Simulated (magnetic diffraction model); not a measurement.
**Cs3Yb2F9: the ordered moment from one line**

Space group P6_3/mmc (no. 194), a = 6.4670 Å, c = 16.3040 Å.

| site | atom | x | y | z |
| --- | --- | --- | --- | --- |
| 4f | Yb | 1/3 | 2/3 | 0.8461 |
| 4f | Cs | 2/3 | 1/3 | 0.9283 |
| 2b | Cs | 0 | 0 | 3/4 |
| 6h | F | 1/2 | 0 | 3/4 |
| 12k | F | 0.6830 | 0.8415 | 0.9143 |

This is a made-up structure (elements placed in a structure type, unrelaxed), so the numbers test the method and describe no known phase.

Only Yb is taken to order (form factors of Yb3+); orders and moment sizes are assumed, and not adapted to the symmetry. Radiation: neutrons of λ = 4.2 Å, 8° to 100°; isotropic B of 0.56 Å² (Yb), 0.64 Å² (Cs) and 0.96 Å² (F). Simulated constant-wavelength pattern: nuclear and magnetic terms add, the magnetic one as |2.695 fm × Σ f S⊥ exp(2πi Q·r) exp(−B s²)|², summed over all Q at one angle with the factor 1/(sin²θ cos θ). For collinear order S is the moment m, which repeats by lattice and centring translations R with the sign exp(−2πi k·R). Free-ion form factors, Sears's scattering lengths of 1992, no absorption; a label names one of the reflections at its angle. The strongest nuclear line in the range is 100, and lines under 0.2 are left out.

In a first state the assumed order is k = (0 0 0), collinear moments along [120], 3.1 μB on Yb; signs + at (1/3, 2/3, 0.8461), − at (2/3, 1/3, 0.3461), + at (1/3, 2/3, 0.6539), − at (2/3, 1/3, 0.1539), with this pattern:

```
2θ (°)    index  nuclear  magnetic
 14.80  (0 0 1)      0.0      84.9
 29.86  (0 0 2)      8.2       0.0
 44.04  (1 0 0)     18.4      16.9
 45.46  (0 0 3)      0.0       0.8
 46.72  (1 0 1)    100.0       7.5
 54.12  (1 0 2)      5.7       3.9
 62.02  (0 0 4)      9.7       0.0
 65.15  (1 0 3)      3.8       0.5
 79.17  (1 0 4)      5.3      11.6
 80.18  (0 0 5)      0.0       5.4
 81.00  (1 1 0)     40.9       0.0
 82.92  (1 1 1)      0.0      11.1
 88.64  (1 1 2)      6.3       0.0
 96.36  (1 0 5)     72.3       5.7
 97.17  (2 0 0)      8.7       4.9
 98.17  (1 1 3)      0.0       0.9
```
(The table stops after 16 lines; 1 more lie at higher angle.)

**Question.** Nearer the ordering temperature the line at 14.80° has total intensity 61.1 on the same scale, and all moments have shrunk alike. How large is the Yb moment?

The nuclear part, 0.0, stays, so the magnetic part is 61.1 against 84.9. It goes as m², so m = 3.1 × √(61.1/84.9) = 2.63 μB; the value used was 2.63 μB.

[Logs are printed without paths, hosts, clocks, repeated set-up lines and the standing remarks that a program may print on its own settings, such as how far it seeks lower states.]
